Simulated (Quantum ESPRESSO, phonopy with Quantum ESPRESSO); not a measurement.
# GaP (F-43m): a volume series of phonon spectra, part 6 of 8

Aim: how the vibrations of GaP shift with volume, and the expansion that follows.

Experimental results on record:
- volume expansion coefficient 15.9 1e-6/K, heat capacity C_P per formula unit 44.2 J/mol/K and bulk modulus 88.7 GPa near room temperature (given in “High-Throughput Prediction of Finite-Temperature Properties using the Quasi-Harmonic Approximation”, 2016, arXiv:1603.06924)

Quantum ESPRESSO 7.5; DFT LDA, scalar-relativistic, plane waves, PseudoDojo norm-conserving pseudopotentials.

So far. Step 5 (Zone-centre response): The Born charges sum to zero within 0.12 e; the rest is removed before use. Acoustic frequencies in this log differ from zero by the error of the sum rule, which ph.x does not impose. Step 6 (A displaced supercell): At this level the gap is 1.42 eV on the k-mesh of the self-consistent run, which can miss the band edges.

**8. Phonons, V/V0 1**

This step: DFT LDA, scalar-relativistic, plane waves, PseudoDojo norm-conserving pseudopotentials (phonopy with Quantum ESPRESSO 4.10.0 / 7.5).

Wall time 6.9 min (4 threads of Arm Neoverse V2, shared host).

Numbers from this step:

```yaml
point_group: -43m
highest_frequency: 395.1 cm⁻¹
debye_temperature_from_the_second_moment: 518 K
lowest_frequency_on_the_path: 0 cm⁻¹
zero_point_energy: 0.09302 eV/cell
gamma_frequencies: 0, 0, 0, 365.7, 365.7, 365.7 cm⁻¹ (negative: imaginary)
```

Phonopy, LO-TO term from ph.x's tensors. The phonon branches at the labelled points (cm⁻¹):

```
    point  branch 1  branch 2  branch 3  branch 4  branch 5  branch 6
        Γ         0         0         0       366       366       395
  halfway        73        73       167       364       364       386
        X       102       102       252       361       361       367
  halfway       101       120       245       356       361       372
        U        97       152       229       350       361       376
jump to K        97       152       229       350       361       376
  halfway        63       104       167       364       366       381
        Γ         0         0         0       366       366       395
  halfway        55        55       156       364       364       387
        L        79        79       234       363       363       371
  halfway        92       137       222       354       362       375
        W       122       151       222       346       364       375
  halfway       112       125       239       352       363       373
        X       102       102       252       361       361       367
```

The phonon branches as a text plot (rows in cm⁻¹):

```
    387 |*********              ***************
    370 |********************************************************
    354 |         ************                    ***************
    337 |
    321 |
    305 |
    288 |
    272 |
    255 |            **                                        **
    239 |          **  ***                       ***         **
    222 |         *       **                    *   *********
    206 |       **          **                 *
    189 |                     **             **
    173 |     **                *
    156 |                 ****              *          *****
    140 |                *       **                   *     *
    123 |    *         **     **           *         *   ******
    107 |          ******       *                   *  **    ****
     91 |  **   ***      *****     **    **       ** **
     74 |     **              ** **            ******
     58 |    *                  *  **       ***
     41 | ***                    *****  *  *
     25 | *                          *   **
      8 |*                            ***
         Γ           X  U|K            Γ         L        W     X
```

Harmonic. Thermo, by row:

```
T (K)  F_vib (meV/atom)  S (J/mol-atom/K)  C_V (J/mol-atom/K)
    0             46.51                 0                   0
   50             46.12             2.544               5.003
  100             43.43             7.885               10.92
  150             37.94             13.25               15.59
  200             29.77             18.19               18.63
  250             19.19             22.56                20.5
  300              6.48             26.41               21.68
  350             -8.11             29.82               22.46
  400            -24.37             32.86                  23
  450            -42.11             35.59               23.38
  500            -61.21             38.07               23.67
  550            -81.53             40.33               23.88
  600              -103             42.42               24.04
  650            -125.5             44.35               24.17
  700            -148.9             46.14               24.27
  750            -173.3             47.82               24.36
  800            -198.5              49.4               24.43
  850            -224.4             50.88               24.48
  900            -251.2             52.28               24.53
  950            -278.6             53.61               24.57
 1000            -306.7             54.87               24.61
```

The modes has structure finer than the step of the table below, so its rows give means over 10 cm⁻¹, whole bins alone (the curve runs from -10 to 417 cm⁻¹). Peaks (cm⁻¹: height): Ga 94.6: 0.0259, 220.7: 0.0316, 363.0: 0.0468, 376.4: 0.0141; P 363.0: 0.142, 376.4: 0.0750.

Phonopy on the run's constants, 19x19x19 mesh, Gaussian sigma 3.0 cm⁻¹. The modes by wavenumber; means over each step; values in 1/cm⁻¹/cell:

| wavenumber (cm⁻¹) | Ga | P |
| --- | --- | --- |
| 0 | 2.6e-5 | 1.3e-5 |
| 10 | 1.6e-4 | 7.4e-5 |
| 20 | 4.8e-4 | 2.1e-4 |
| 30 | 0.00128 | 5.5e-4 |
| 40 | 0.00249 | 0.00105 |
| 50 | 0.00399 | 0.00163 |
| 60 | 0.00661 | 0.00261 |
| 70 | 0.0117 | 0.00439 |
| 80 | 0.0207 | 0.00732 |
| 90 | 0.0240 | 0.00785 |
| 100 | 0.0232 | 0.00698 |
| 110 | 0.0163 | 0.00472 |
| 120 | 0.0109 | 0.00312 |
| 130 | 0.0106 | 0.00301 |
| 140 | 0.0111 | 0.00304 |
| 150 | 0.0118 | 0.00318 |
| 160 | 0.00597 | 0.00157 |
| 170 | 0.00282 | 7.3e-4 |
| 180 | 0.00357 | 8.3e-4 |
| 190 | 0.00497 | 9.8e-4 |
| 200 | 0.00735 | 0.00114 |
| 210 | 0.0135 | 0.00132 |
| 220 | 0.0272 | 0.00137 |
| 230 | 0.0146 | 5.8e-4 |
| 240 | 0.00470 | 1.4e-4 |
| 250 | 0.00136 | 1.8e-5 |
| 260 | 3.2e-5 | 0 |
| 270 | 0 | 0 |
| 280 | 0 | 0 |
| 290 | 0 | 0 |
| 300 | 0 | 0 |
| 310 | 0 | 0 |
| 320 | 0 | 0 |
| 330 | 0 | 8.0e-7 |
| 340 | 5.1e-5 | 0.00198 |
| 350 | 0.00201 | 0.0274 |
| 360 | 0.0281 | 0.0962 |
| 370 | 0.0167 | 0.0638 |
| 380 | 0.00843 | 0.0425 |
| 390 | 0.00272 | 0.00864 |
| 400 | 3.0e-4 | 7.6e-4 |
| 410 | 4.5e-7 | 9.0e-7 |

No LO-TO term. The modes at Γ (shares of kinetic energy by element, %):

```csv
mode,frequency (cm⁻¹),symmetry,Ga %,P %
1,0.0,T2,69,31
2,0.0,T2,69,31
3,0.0,T2,69,31
4,365.7,T2,31,69
5,365.7,T2,31,69
6,365.7,T2,31,69
```

Displacements in mode 4 (365.7 cm⁻¹), the largest set to 1:
```
Ga1  0.00 -0.44 -0.04
P2   0.00  1.00  0.09
```

No mode is imaginary beyond numerical noise along the path.

The time given is that of the 2 pw.x runs on displaced cells behind this step.

**9. Self-consistent run, V/V0 1.015**

A tight ground state at this cell gives the energy of this member; its pressure is the stress at this cutoff, which can carry an offset from the finite basis.

This step: DFT LDA, scalar-relativistic, plane waves, PseudoDojo norm-conserving pseudopotentials (Quantum ESPRESSO 7.5).

System of this step: GaP. It takes space group F-43m (No. 216, cubic). Conventional cell: a = 5.414 Å, b = 5.414 Å, c = 5.414 Å, α = 90.00°, β = 90.00°, γ = 90.00°. Nearest to Ga lie 4 P at 2.34 Å. P has 4 Ga at 2.34 Å nearest. Farther neighbours are not listed.

Input file scf.in:

```
 &control
    calculation='scf',
    prefix='x',
    outdir='./tmp',
    pseudo_dir='./pseudo',
    tprnfor=.true.,
    tstress=.true.,
 /
 &system
    ibrav=0,
    nat=2,
    ntyp=2,
    ecutwfc=80.0,
    occupations='fixed',
    nbnd=11,
 /
 &electrons
    conv_thr=1.0d-12,
    mixing_beta=0.7,
    electron_maxstep=100,
 /
ATOMIC_SPECIES
 Ga     69.7230  Ga.upf
 P      30.9738  P.upf
CELL_PARAMETERS angstrom
     0.000000000    2.707050132    2.707050132
     2.707050132    0.000000000    2.707050132
     2.707050132    2.707050132    0.000000000
ATOMIC_POSITIONS crystal
 Ga     0.000000000   0.000000000   0.000000000
 P      0.250000000   0.250000000   0.250000000
K_POINTS automatic
 8 8 8 0 0 0
```

Run with:

```sh
> OMP_NUM_THREADS=1 mpirun -n 4 pw.x -nk 4 -in scf.in > scf.out
```

What it wrote:

```text
[banner, memory and clock lines left out]
Program PWSCF v.7.5

     Message from routine setup:
     using ibrav=0 with symmetry is DISCOURAGED, use correct ibrav instead

     G-vector sticks info

     bravais-lattice index     =            0
     lattice parameter (alat)  =       7.2345  a.u.
     unit-cell volume          =     267.7414 (a.u.)^3
     number of atoms/cell      =            2
     number of atomic types    =            2
     number of electrons       =        18.00
[...]
atom    2 type  2   force =     0.00000000   -0.00000000    0.00000000

     Total force =     0.000000     Total SCF correction =     0.000000

     Computing stress (Cartesian axis) and pressure

          total   stress  (Ry/bohr**3)                   (kbar)     P=      -13.18
  -0.00008957   0.00000000   0.00000000          -13.18        0.00        0.00
   0.00000000  -0.00008957  -0.00000000            0.00      -13.18       -0.00
   0.00000000  -0.00000000  -0.00008957            0.00       -0.00      -13.18

     XML data file, charge density, pseudopotentials, collected wavefunctions
[key lines of the parts left out:]
!    total energy              =    -166.69849854 Ry
convergence has been achieved in  10 iterations
```

Elapsed: 6.6 s, on 4 MPI ranks.

At this level the gap is 1.47 eV on the k-mesh of the self-consistent run, which can miss the band edges.

**10. Born charges and dielectric tensor**

In a polar crystal the Born charges and ε∞ give the long-range dipole term that a finite supercell misses. They are those of this k-mesh and were not tested on a denser one; where the gap is small they converge slowly, and the LO modes with them.

Input file ph.in:

```
phonons
 &inputph
    prefix='x',
    outdir='./tmp',
    fildyn='x.dyn',
    tr2_ph=1.0d-18,
    epsil=.true.,
 /
0.000000000 0.000000000 0.000000000
```

scf.in is that of step 9.

Run with:

```sh
> OMP_NUM_THREADS=1 mpirun -n 4 ph.x -nk 4 -in ph.in > ph.out
```

What it wrote:

```text
[banner, memory and clock lines left out]
Program PHONON v.7.5

     ./tmp/x.save/

     IMPORTANT: XC functional enforced from input :
     Exchange-correlation= PW
                           (   1   4   0   0   0   0   0)
     Any further DFT definition will be discarded
     Please, verify this is what you really want

     G-vector sticks info

     Reading collected, re-writing distributed wavefunctions in ./tmp/

     Number and degeneracy of irreps per q-point
       N         xq(1)         xq(2)         xq(3)   N irreps
[...]
freq (    1) =       0.040932 [THz] =       1.365347 [cm-1]
     freq (    2) =       0.040932 [THz] =       1.365347 [cm-1]
     freq (    3) =       0.040932 [THz] =       1.365347 [cm-1]
     freq (    4) =      10.753422 [THz] =     358.695543 [cm-1]
     freq (    5) =      10.753422 [THz] =     358.695543 [cm-1]
     freq (    6) =      10.753422 [THz] =     358.695543 [cm-1]
 **************************************************************************

     Mode symmetry, T_d (-43m)  point group:

     freq (   1-   3) =          1.4  [cm-1]   --> T_2  G_15 P_4   I+R
     freq (   4-   6) =        358.7  [cm-1]   --> T_2  G_15 P_4   I+R
```

Run time: 2.7 min. Hardware: 4 MPI ranks; 11 min of CPU time.

The Born charges sum to zero within 0.12 e; the rest is removed before use. Acoustic frequencies in this log differ from zero by the error of the sum rule, which ph.x does not impose.

**11. A displaced supercell**

One atom (for the harmonic constants) or a pair of atoms (for the cubic ones) is moved by a few hundredths of an ångström; the forces on all atoms give a column of force constants. The threshold is tight because the forces are small.

System of this step: GaP. It takes space group Cm (No. 8, monoclinic). Conventional cell: a = 13.262 Å, b = 7.657 Å, c = 7.657 Å, α = 90.00°, β = 125.26°, γ = 90.00°. Nearest to Ga lie 4 P at 2.33 to 2.36 Å. Nearest to Ga lie 4 P at 2.34 Å. Ga has 4 P at 2.34 Å nearest. Ga has 4 P at 2.34 Å nearest. Farther neighbours are not listed.

Input file disp-00001.in:

```
 &control
    calculation='scf',
    prefix='x',
    outdir='./tmp',
    pseudo_dir='./pseudo',
    tprnfor=.true.,
    disk_io='none',
 /
 &system
    ibrav=0,
    nat=16,
    ntyp=2,
    ecutwfc=80.0,
    occupations='fixed',
    nbnd=74,
 /
 &electrons
    conv_thr=1.0d-11,
    mixing_beta=0.7,
    electron_maxstep=100,
 /
ATOMIC_SPECIES
 Ga     69.7230  Ga.upf
 P      30.9738  P.upf
CELL_PARAMETERS angstrom
     0.000000000    5.414100264    5.414100264
     5.414100264    0.000000000    5.414100264
     5.414100264    5.414100264    0.000000000
ATOMIC_POSITIONS crystal
 Ga     0.002612093   0.000000000   0.000000000
 Ga     0.500000000   0.000000000   0.000000000
 Ga     0.000000000   0.500000000   0.000000000
 Ga     0.500000000   0.500000000   0.000000000
 Ga     0.000000000   0.000000000   0.500000000
 Ga     0.500000000   0.000000000   0.500000000
 Ga     0.000000000   0.500000000   0.500000000
 Ga     0.500000000   0.500000000   0.500000000
 P      0.125000000   0.125000000   0.125000000
 P      0.625000000   0.125000000   0.125000000
 P      0.125000000   0.625000000   0.125000000
 P      0.625000000   0.625000000   0.125000000
 P      0.125000000   0.125000000   0.625000000
 P      0.625000000   0.125000000   0.625000000
 P      0.125000000   0.625000000   0.625000000
 P      0.625000000   0.625000000   0.625000000
K_POINTS automatic
 3 3 3 0 0 0
```

Run with:

```sh
> OMP_NUM_THREADS=1 mpirun -n 2 pw.x -nk 2 -in disp-00001.in > disp-00001.out
```

What it wrote:

```text
[banner, memory and clock lines left out]
Program PWSCF v.7.5

     Message from routine setup:
     using ibrav=0 with symmetry is DISCOURAGED, use correct ibrav instead

     G-vector sticks info

     bravais-lattice index     =            0
     lattice parameter (alat)  =      14.4691  a.u.
     unit-cell volume          =    2141.9310 (a.u.)^3
     number of atoms/cell      =           16
     number of atomic types    =            2
     number of electrons       =       144.00
[...]
atom    1 type  1   force =    -0.00022965   -0.00603309   -0.00603309
     atom    2 type  1   force =     0.00000562    0.00077060    0.00077060
     atom    3 type  1   force =     0.00038525   -0.00059165    0.00038501
[...]
atom   15 type  2   force =    -0.00009897   -0.00000207   -0.00000207
     atom   16 type  2   force =     0.00009822   -0.00000156   -0.00000156

     Total force =     0.010509     Total SCF correction =     0.000009
     Message from routine punch:
     Nothing written, as per user request (disk_io='none')
[key lines of the parts left out:]
!    total energy              =   -1333.57871004 Ry
convergence has been achieved in  14 iterations
```

The job ended after 6.7 min (2 MPI ranks).

**12. Phonons, V/V0 1.015**

This step: DFT LDA, scalar-relativistic, plane waves, PseudoDojo norm-conserving pseudopotentials (phonopy with Quantum ESPRESSO 4.10.0 / 7.5).

Elapsed: 6.7 min, on 4 threads.

Phonopy, LO-TO term from ph.x's tensors. Phonon branches along the path, in cm⁻¹:

| point | branch 1 | branch 2 | branch 3 | branch 4 | branch 5 | branch 6 |
| --- | --- | --- | --- | --- | --- | --- |
| Γ | 0 | 0 | 0 | 359 | 359 | 389 |
| halfway | 74 | 74 | 164 | 356 | 356 | 380 |
| X | 104 | 104 | 248 | 353 | 353 | 361 |
| halfway | 102 | 121 | 241 | 349 | 353 | 364 |
| U | 98 | 152 | 225 | 343 | 354 | 368 |
| jump to K | 98 | 152 | 225 | 343 | 354 | 368 |
| halfway | 64 | 104 | 164 | 356 | 358 | 375 |
| Γ | 0 | 0 | 0 | 359 | 359 | 389 |
| halfway | 56 | 56 | 154 | 357 | 357 | 380 |
| L | 80 | 80 | 231 | 355 | 355 | 364 |
| halfway | 94 | 137 | 219 | 347 | 355 | 367 |
| W | 122 | 152 | 218 | 340 | 356 | 367 |
| halfway | 113 | 126 | 236 | 346 | 355 | 365 |
| X | 104 | 104 | 248 | 353 | 353 | 361 |

The phonon branches as a text plot (rows in cm⁻¹):

```
    381 |*********              ***************
    364 |*****    ***************************  ******************
    348 |     ******************             ************* ******
    332 |                                                 **
    316 |
    300 |
    284 |
    267 |
    251 |            **                                        **
    235 |          **  ***                       ****        **
    219 |         *       **                    *    ********
    203 |       **          **                 *
    186 |                     **             **
    170 |     **           *    *
    154 |                 * **              *          *****
    138 |                *    ** **                   *     *
    122 |    *         **                  *         *   ******
    105 |          ********     *                   *  **    ****
     89 |  **   ***        ***     **    **       *****
     73 |     **              ** **          *******
     57 |    *                  *****       *
     40 | ***                      ***  *  *
     24 | *                          *   **
      8 |*                            ***
         Γ           X  U|K            Γ         L        W     X
```

No mode is imaginary beyond numerical noise along the path. The highest zone-centre mode (no LO–TO term) moved by -1.8 % for a volume change of +1.5 %.

The time given is that of the 2 pw.x runs on displaced cells behind this step.

**13. Ground state at this cell, V/V0 0.985**

A tight ground state at this cell gives the energy of this member; its pressure is the stress at this cutoff, which can carry an offset from the finite basis.

This step: DFT LDA, scalar-relativistic, plane waves, PseudoDojo norm-conserving pseudopotentials (Quantum ESPRESSO 7.5).

System of this step: GaP. It takes space group F-43m (No. 216, cubic). The conventional cell has a = 5.360 Å, b = 5.360 Å, c = 5.360 Å, α = 90.00°, β = 90.00°, γ = 90.00°. Nearest to Ga lie 4 P at 2.32 Å. P has 4 Ga at 2.32 Å nearest. Farther neighbours are not listed.

scf.in: that of step 10 with these lines changed.

```diff
@@ -25,5 +25,5 @@
 CELL_PARAMETERS angstrom
-     0.000000000    2.707050132    2.707050132
-     2.707050132    0.000000000    2.707050132
-     2.707050132    2.707050132    0.000000000
+     0.000000000    2.680112523    2.680112523
+     2.680112523    0.000000000    2.680112523
+     2.680112523    2.680112523    0.000000000
 ATOMIC_POSITIONS crystal
```

Run with:

```sh
> OMP_NUM_THREADS=1 mpirun -n 4 pw.x -nk 4 -in scf.in > scf.out
```

What it wrote:

```text
[banner, memory and clock lines left out]
Program PWSCF v.7.5

     Message from routine setup:
     using ibrav=0 with symmetry is DISCOURAGED, use correct ibrav instead

     G-vector sticks info

     bravais-lattice index     =            0
     lattice parameter (alat)  =       7.1625  a.u.
     unit-cell volume          =     259.8278 (a.u.)^3
     number of atoms/cell      =            2
     number of atomic types    =            2
     number of electrons       =        18.00
[...]
atom    2 type  2   force =     0.00000000   -0.00000000   -0.00000000

     Total force =     0.000000     Total SCF correction =     0.000000

     Computing stress (Cartesian axis) and pressure

          total   stress  (Ry/bohr**3)                   (kbar)     P=       13.88
   0.00009437   0.00000000   0.00000000           13.88        0.00        0.00
   0.00000000   0.00009437  -0.00000000            0.00       13.88       -0.00
   0.00000000  -0.00000000   0.00009437            0.00       -0.00       13.88

     XML data file, charge density, pseudopotentials, collected wavefunctions
[key lines of the parts left out:]
!    total energy              =    -166.69848328 Ry
convergence has been achieved in  10 iterations
```

It took 6.6 s on 4 MPI ranks.

The run ends at a pressure of 1.39 GPa.

**14. Zone-centre response**

In a polar crystal the Born charges and ε∞ give the long-range dipole term that a finite supercell misses. They are those of this k-mesh and were not tested on a denser one; where the gap is small they converge slowly, and the LO modes with them.

ph.in is that of step 10.

scf.in is that of step 13.

Run with:

```sh
> OMP_NUM_THREADS=1 mpirun -n 4 ph.x -nk 4 -in ph.in > ph.out
```

What it wrote:

```text
[banner, memory and clock lines left out]
Program PHONON v.7.5

     ./tmp/x.save/

     IMPORTANT: XC functional enforced from input :
     Exchange-correlation= PW
                           (   1   4   0   0   0   0   0)
     Any further DFT definition will be discarded
     Please, verify this is what you really want

     G-vector sticks info

     Reading collected, re-writing distributed wavefunctions in ./tmp/

     Number and degeneracy of irreps per q-point
       N         xq(1)         xq(2)         xq(3)   N irreps
[...]
freq (    1) =       0.085753 [THz] =       2.860422 [cm-1]
     freq (    2) =       0.085753 [THz] =       2.860422 [cm-1]
     freq (    3) =       0.085753 [THz] =       2.860422 [cm-1]
     freq (    4) =      11.154552 [THz] =     372.075814 [cm-1]
     freq (    5) =      11.154552 [THz] =     372.075814 [cm-1]
     freq (    6) =      11.154552 [THz] =     372.075814 [cm-1]
 **************************************************************************

     Mode symmetry, T_d (-43m)  point group:

     freq (   1-   3) =          2.9  [cm-1]   --> T_2  G_15 P_4   I+R
     freq (   4-   6) =        372.1  [cm-1]   --> T_2  G_15 P_4   I+R
```

Wall time 2.6 min (4 MPI ranks).

The Born charges sum to zero within 0.12 e; the rest is removed before use. Acoustic frequencies in this log differ from zero by the error of the sum rule, which ph.x does not impose.

(Continued in part 7 of 8.)

[Logs are printed without paths, hosts, clocks, repeated set-up lines and the standing remarks that a program may print on its own settings, such as how far it seeks lower states.]

[Hosts, paths, dates, database ids (printed as entryN), source tags and the programs' standing remarks are cut or masked in the printed files.]

[A step with changed settings may run another functional than the one named; its input shows which.]

[Of the runs on displaced cells, only some may be shown.]
